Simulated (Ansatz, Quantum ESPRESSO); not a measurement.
**Equation of state of zinc blende InP**

How stiff is zinc blende InP under hydrostatic load? Each row scales the relaxed cell evenly and relaxes the atoms. The phase is followed to these pressures whether or not it stays the stable one.

Calculated with Quantum ESPRESSO 7.5, PBEsol, GBRV 1.5 ultrasoft potentials, cutoff 680 eV, Fermi–Dirac smearing 0.02 eV, k-mesh 8×8×8, no spin polarisation, no spin-orbit coupling.

Reference cell, relaxed at zero pressure with PBEsol (F-43m): a = 4.1532 Å, b = 4.1532 Å, c = 4.1532 Å, α = 60.00°, β = 60.00°, γ = 60.00°.

```csv
atom,x,y,z
In,0.0000,0.0000,0.0000
P,0.7500,0.7500,0.7500
```

```csv
V (Å³/atom),V/V0,P (GPa),E − E0 (meV/atom)
23.8081,0.9400,4.784,22.3
24.3146,0.9600,3.004,9.7
24.8212,0.9800,1.413,2.5
26.3408,1.0400,−2.402,7.3
26.8474,1.0600,−3.414,16.3
```

V0 = 25.3277 Å³ an atom, where the residual pressure P0 is +0.006 GPa. **Question.** Fit the Birch–Murnaghan law and give the pressure and the energy at V = 25.8343 Å³ an atom, a row left out above.

With the Eulerian strain f = ½[(V0/V)^(2/3) − 1] and F = (P − P0)/[3f(1 + 2f)^(5/2)], the third-order law is the line F = B0 + (3/2) B0 (B′ − 4) f.

| f | F (GPa) |
| --- | --- |
| 0.02106 | 68.23 |
| 0.01379 | 67.68 |
| 0.00678 | 66.89 |
| −0.01290 | 66.40 |
| −0.01905 | 65.94 |

A straight line through the 5 rows: the means are 0.001936 for f and 67.028 for F, Σ(Δx)² = 0.00119 and ΣΔxΔy = 0.0622, so the slope is 0.0622/0.00119 = 52.257 and the intercept 67.028 − (52.257)(0.001936) = 66.927.

Hence B0 = 66.9 GPa and B′ = 4 + (52.3)/(1.5 × 66.9) = 4.52. For the withheld volume f = −0.00656, F = 66.58 GPa and P = −1.26 GPa. The run itself gives −1.26 GPa, so the estimate misses by 0.00 GPa, a rounding's worth.

Integrating the same law gives E − E0 = (9/2) B0 V0 f²[1 + (B′ − 4) f] + P0(V0 − V), with 1 GPa Å³ = 6.2415 meV: 2.0 meV an atom. The run itself gives 1.8 meV, so the estimate misses by 0.2 meV; the fitted rows themselves lie up to 0.9 meV off the law.

The same fit over all rows at other levels or in other programs gives B0 = 68 GPa with r2SCAN (Ansatz), 71 GPa with LDA (Quantum ESPRESSO, GBRV) and 67 GPa with PBEsol (Quantum ESPRESSO, PseudoDojo).

[Logs are printed without paths, hosts, clocks, repeated set-up lines and the standing remarks that a program may print on its own settings, such as how far it seeks lower states.]
